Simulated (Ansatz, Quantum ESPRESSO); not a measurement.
# C(111), F on both faces, 5 bilayers against a metal electrode: the electrode's level over the Fermi level at a withheld member of a series

How the rows were computed: Quantum ESPRESSO 7.5, PBE, GBRV ultrasoft. The slab is relaxed neutral, then held. ESM with bc3: vacuum below and a metal electrode about 6 Å above the top atoms. Fermi-Dirac smearing of 0.004 Ry and a dense mesh. Charges are set per cell from the starting area. The slabs take the lattice constants of the bulk relaxed by the same program. The series steps the charge of the slab (positive: electrons removed).

| charge of the slab | electrode's level over the Fermi level (eV) |
| --- | --- |
| 1 ×10¹³ e/cm² | 9.022 |
| 2 ×10¹³ e/cm² | 10.132 |
| 3 ×10¹³ e/cm² | 11.218 |
| 4.5 ×10¹³ e/cm² | 12.821 |
| 7 ×10¹³ e/cm² | 15.470 |
| 8 ×10¹³ e/cm² | 16.524 |

**Question.** What is the electrode's level over the Fermi level at 6 ×10¹³ e/cm²?

**Worked estimate.** The rows at 4.5 ×10¹³ e/cm² and 7 ×10¹³ e/cm² give a slope of (15.470 − (12.821))/(7 − (4.5)) = 1.06, so a straight line gives 14.410 eV. A parabola through these and the row at 3 ×10¹³ e/cm² gives 14.414 eV.

What the calculation gave: 14.412 eV. The line misses by −0.002 and the parabola by +0.002 eV. Both misses are under 5 % of the step from the nearer row.

Caveats: Vacuum fills the gap; ions don't answer the charge; added electrons can spill towards the electrode at the most negative charges. Members without a usable value, or on the other side of zero field or charge, are not listed.
